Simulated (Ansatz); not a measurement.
# Lattice dynamics of GaP (F-43m), part 2 of 3

Task: relax GaP (F-43m), then find its harmonic phonons.

Ansatz 0.2.0; DFT LDA, scalar-relativistic, plane waves, PAW; PAW set soft_1.

So far, gap on the k-mesh (eV): step 2 (bringing the structure to rest) 1.43. The relaxed cell has a = 5.391 Å (conventional setting).

## (5) Relaxing to small forces for the phonons, k-mesh 12×12×12

The k mesh is raised to 12×12×12 since a zone-centre run on the first mesh warned that it was too coarse for the force constants, and the cell is relaxed again on it.

input.yaml

```yaml
crystal:
  lattice:
    - [0.0, 2.6957056715, 2.6957056715]
    - [2.6957056715, 0.0, 2.6957056715]
    - [2.6957056715, 2.6957056715, 0.0]
  atoms:
    - { symbol: Ga, position: [0.0, 0.0, 0.0] }
    - { symbol: P, position: [0.25, 0.25, 0.25] }
kpoints:
  mp_grid: { grid: [12, 12, 12] }
hamiltonian:
  xc: lda
  pseudopotentials: { kind: paw, azcp: { folder: soft_1 }, xc_functional: pbe }
scf:
  occupations: { method: fixed }
output:
  forces: true
  stress: true
  eigenvalues: true
relax:
  adjacent_minimum: "off"
  f_tol: 0.001
  max_steps: 60
  cell: { stress_tol: 0.01 }
```

Command:

```bash
$ ansatz run input.yaml --threads 4 --pin off --max-ram 10240MiB --backend cpu --events-out ev --progress --plain --runs-dir out
```

Numbers of over 12 decimals in the logs are rounded to 6 here.

The program printed:

```text
[...]
Crystal: 2 atoms, lattice volume = 39.178 Å³
Basis set: ecut = 420 eV, 749 PW (Γ)
Bands: 13, of which v1, the nominal top of the filled ones, is band 9 counted from 1 (8 counted from 0)
Symmetry: 24 space group operations
[...]
k-points: 72 of 1728 (time reversal used)
[...]
k-point 71: bands = [... 5 lower, -2.2624, 0.4614, 3.4679, 3.6110, 11.8446, 12.1506, 13.2433, 13.3031]
--- Relaxed structure (1 steps of the walk, 1 accepted, 1 SCFs on fresh bases) ---
[...]
cell:  # Å, volume = 39.1785 Å³
    - [0.0, 2.6957056715, 2.6957056715]
    - [2.6957056715, 0.0, 2.6957056715]
    - [2.6957056715, 2.6957056715, 0.0]
  atoms:
    - { symbol: Ga, position: [0.0, 0.0, 0.0] }
    - { symbol: P, position: [0.25, 0.25, 0.25] }
[key lines of the parts left out:]
SCF converged after 6 iterations
Free energy (F): -4433.772763 eV
Fermi energy:    7.244813 eV
P = ⅓ Tr σ = 0.0023 GPa (0.023 kbar)
```

Run time: 2.9 s. Hardware: 4 threads of Arm Neoverse V1, shared host; peak memory 0.35 GiB; 11 s of CPU time.

Little changed from the start: no atom moved by 0.005 Å and no cell edge by 0.1 %.

This step gave:

```
pressure           : 0.002339 GPa
gap on the k-mesh  : 1.387 eV
direct gap on mesh : 1.881 eV
```

The forces vanish by symmetry and the pressure is 0.002 GPa, within the tolerances set. The cell now holds 19.59 Å³/atom.

## (6) Modes at Γ

The zone centre comes first: it holds the modes that light can see, as far as symmetry allows. The response to a homogeneous field gives the Born charges and the dielectric tensor, and its change with displacement the Raman tensors.

Changes to input.yaml since step 5:

```diff
@@ -16,9 +16,7 @@
 output:
-  forces: true
-  stress: true
   eigenvalues: true
-relax:
-  adjacent_minimum: "off"
-  f_tol: 0.001
-  max_steps: 60
-  cell: { stress_tol: 0.01 }
+phonons:
+  method: dfpt
+  dielectric: true
+  rigid_motions: translations
+  raman: true
```

The program printed:

```text
[...]
Crystal: 2 atoms, lattice volume = 39.178 Å³
Basis set: ecut = 420 eV, 749 PW (Γ), exchange–correlation on 54×54×54 points (8 copies of the dense FFT grid, shifted against one another)
Bands: 13, of which v1, the nominal top of the filled ones, is band 9 counted from 1 (8 counted from 0)
Symmetry: 24 space group operations
k-points: 280 of 1728 (irreducible under 4 space group operations, time reversal used)
[...]
SCF iter   1: F=—  HF=-4433.967793 eV  |F-HF|=—  |Δ(HF+E_count)|=         —  Δρ=4.49e-2  dr2=6.64e-1  ethr=3.10e-3  ⟨swp⟩=5.0  Hψ=19672  notcnv=0  defer=522
[...]
SCF iter   8: F=-4433.772763 eV  HF=-4433.772763 eV  |F-HF|=1.27e-11  |Δ(HF+E_count)|=  5.19e-10  Δρ=2.41e-7  dr2=9.76e-12  ethr=1.00e-12  ⟨swp⟩=9.2  Hψ=30385  notcnv=0
SCF 1 converged in 8 iterations: F = -4433.772763 eV  dr2 = 9.76e-12
[...]
NSCF: frozen V_eff on 1 k-points
[...]
Bands: 10, of which v1, the nominal top of the filled ones, is band 9 counted from 1 (8 counted from 0)
k-points: 182
[...]
Eigensolver: Dense (182 Hₖ)
SCF iter   1: F=—  HF=-4433.772178 eV  |F-HF|=—  |Δ(HF+E_count)|=         —  Δρ=1.30e-4  dr2=2.47e-6  ethr=1.00e-1
[...]
SCF iter   6: F=-4433.772177 eV  HF=-4433.772177 eV  |F-HF|=1.82e-12  |Δ(HF+E_count)|=  7.28e-12  Δρ=1.20e-7  dr2=2.10e-12  ethr=1.00e-12
SCF 1 converged in 6 iterations: F = -4433.772177 eV  dr2 = 2.10e-12
[...]
SCF converged after 8 iterations
Free energy (F): -4433.772763 eV
[...]
Internal energy: -4433.772763 eV  (E = F + TS)
E sigma→0 (E₀):  -4433.772763 eV
Fermi energy:    7.244812 eV
[...]
--- Band table (eV; the first three rows and the last of 280) ---
  k-point 0: bands = [... 5 lower, -5.5231, 7.2448, 7.2448, 7.2448, 9.1254, 11.0239, 11.0239, 11.0239]
  k-point 1: bands = [... 5 lower, -5.4285, 6.3154, 7.1261, 7.1261, 9.6037, 11.2029, 11.2029, 11.2439]
  k-point 2: bands = [... 5 lower, -5.1513, 4.7783, 6.8485, 6.8485, 9.6353, 11.5983, 11.5983, 12.2492]
  k-point 279: bands = [... 5 lower, -2.2624, 0.4614, 3.4679, 3.6110, 11.8446, 12.1506, 13.2433, 13.3031]
[...]
ASR residual: 9.289e-5 → 0.000e0 eV/Å²; symmetrization residual: 1.329e-6 eV/Å²
  ASR residual per site (eV/Å²): 7.76e-5 9.29e-5
  Γ frequencies (cm⁻¹): 0.00 0.00 0.00 364.97 364.97 364.97
  ε∞ (high-frequency dielectric tensor):
       10.636017    -0.000000     0.000000
       -0.000000    10.636017     0.000000
        0.000000     0.000000    10.636017
  ε⁰ (static dielectric tensor: ions relaxed, cell fixed):
       12.477588    -0.000000     0.000000
       -0.000000    12.477588     0.000000
        0.000000     0.000000    12.477588
  ε⁰ − ε∞ (ionic part):
        1.841570     0.000000    -0.000000
        0.000000     1.841570     0.000000
       -0.000000     0.000000     1.841570
[...]
Born effective charges Z* (e; rows j = field, columns β = displacement):
    site 0:
         2.04666    0.00000   -0.00000
         0.00000    2.04666    0.00000
        -0.00000    0.00000    2.04666
    site 1:
        -2.04666   -0.00000    0.00000
        -0.00000   -2.04666   -0.00000
         0.00000   -0.00000   -2.04666
  Z* charge neutrality: 1.127e-4 e pre-enforcement
[...]
optical modes at Γ without the LO–TO term, one row a degenerate level:
      ω (cm⁻¹)  modes    IR ((D/Å)²/amu)  static Raman (Å⁴/amu)  depolarisation
        364.97      3            13.5183               258.0117           0.750
  optical modes at Γ + LO–TO along q̂ = [1.0000, 0.0000, 0.0000]:
      ω (cm⁻¹)  modes    IR ((D/Å)²/amu)  static Raman (Å⁴/amu)  depolarisation
        364.97      2             9.0122               172.0078           0.750
        395.31      1             4.5061               220.4693           0.750
  optical modes at Γ + LO–TO along q̂ = [0.0000, 1.0000, 0.0000]:
      ω (cm⁻¹)  modes    IR ((D/Å)²/amu)  static Raman (Å⁴/amu)  depolarisation
        364.97      2             9.0122               172.0078           0.750
        395.31      1             4.5061               220.4693           0.750
  optical modes at Γ + LO–TO along q̂ = [0.0000, 0.0000, 1.0000]:
      ω (cm⁻¹)  modes    IR ((D/Å)²/amu)  static Raman (Å⁴/amu)  depolarisation
        364.97      2             9.0122               172.0078           0.750
        395.31      1             4.5061               220.4693           0.750
```

Run time: 1.9 min. Hardware: 4 threads; peak memory 1.2 GiB; 7.3 min of CPU time.

The column dr2 measures how far the density is from self-consistency, as an energy; F and HF (Harris–Foulkes) agree once it is small.

This step gave:

- sum-rule residual before enforcement: 9.29e-5 eV/Å²
- miss of the charge sum rule: 1.13e-4 e
- estimated error of the dielectric tensor: 0.03029
- estimated error of the Born charges: 0.01351 e
- highest optical mode at the zone centre (no LO-TO term): 365.0 cm⁻¹
- lowest optical zone-centre mode: 365.0 cm⁻¹
- top of the zone-centre spectrum with the field: 395.3 cm⁻¹

Without the LO-TO term. Patterns of degenerate modes are one choice out of their space. The modes at Γ (shares of kinetic energy by element, %):

```
mode  frequency (cm⁻¹)  symmetry  Ga %  P %
   1               0.0  acoustic    69   31
   2               0.0  acoustic    69   31
   3               0.0  acoustic    69   31
   4             365.0        T2    31   69
   5             365.0        T2    31   69
   6             365.0        T2    31   69
```

Displacements in mode 6 (365.0 cm⁻¹), the largest set to 1:
```
Ga1  0.00 -0.30 -0.44
P2   0.00  0.68  1.00
```

Optical modes at the zone centre, without and with the macroscopic field of the longitudinal modes; each column is sorted by frequency, so a row need not hold one and the same mode. Modes with and without the field, by row:

```
rank among optical modes  no field (cm⁻¹)  q along (1, 0, 0) (cm⁻¹)
                       1              365                       365
                       2              365                       365
                       3              365                     395.3
```

Born charge (rows field, columns displacement) (e), principal values of the symmetric part by kind of site:

```
atom  atoms with these values    low  middle   high   mean
 Ga1                        1   2.05    2.05   2.05   2.05
  P2                        1  -2.05   -2.05  -2.05  -2.05
```

In full for P2:

```
-2.05  0.00  0.00
 0.00 -2.05  0.00
 0.00  0.00 -2.05
```

High-frequency dielectric tensor:

```
10.64  0.00  0.00
 0.00 10.64  0.00
 0.00  0.00 10.64
```

Static dielectric tensor (ions relaxed, fixed cell):

```
12.48  0.00  0.00
 0.00 12.48  0.00
 0.00  0.00 12.48
```

Transverse modes. Infrared lines, with heights relative to the strongest:

```
position (cm⁻¹)  label  relative intensity
            365     T2                 100
```

Activity x (w_L - w)^4 (n + 1)/w, 532 nm, 300 K; the tensors are static ones, while 532 nm light lies above the computed direct gap, where resonance would change the heights; modes without the macroscopic field alone. Raman lines, with heights relative to the strongest:

```
position (cm⁻¹)  label  relative intensity
            365     T2                 100
```

Static second-order susceptibility (pm/V), twice the coefficient d of second-harmonic generation. Second order susceptibility, by row:

```
field along  xx  yy  zz     yz     xz     xy
          x   0   0   0  101.7      0      0
          y   0   0   0      0  101.7      0
          z   0   0   0      0      0  101.7
```

Before it was imposed, the acoustic sum rule was missed by 9.3e-5 eV/Å² and the charge sum rule by 1.1e-4 e. Small misses are needed for a sound result but don't prove that mesh and cutoff are converged. Against the first mesh the highest mode moved by -0.1 cm⁻¹. The lowest optical mode is real, 365 cm⁻¹.

The log warns of the k mesh: “the force constants stand on the 12×12×12 k-mesh, whose period is 13.02 times the interband length at k = (0.0000, 0.0000, 0.0000), direct gap 1.881 eV, under 14: take them and everything formed from them as unconverged”.

(Continued in part 3 of 3.)

[Logs are printed without paths, hosts, clocks, repeated set-up lines and the standing remarks that a program may print on its own settings, such as how far it seeks lower states.]

[Hosts, paths, dates, database ids (printed as entryN), source tags and the programs' standing remarks are cut or masked in the printed files.]
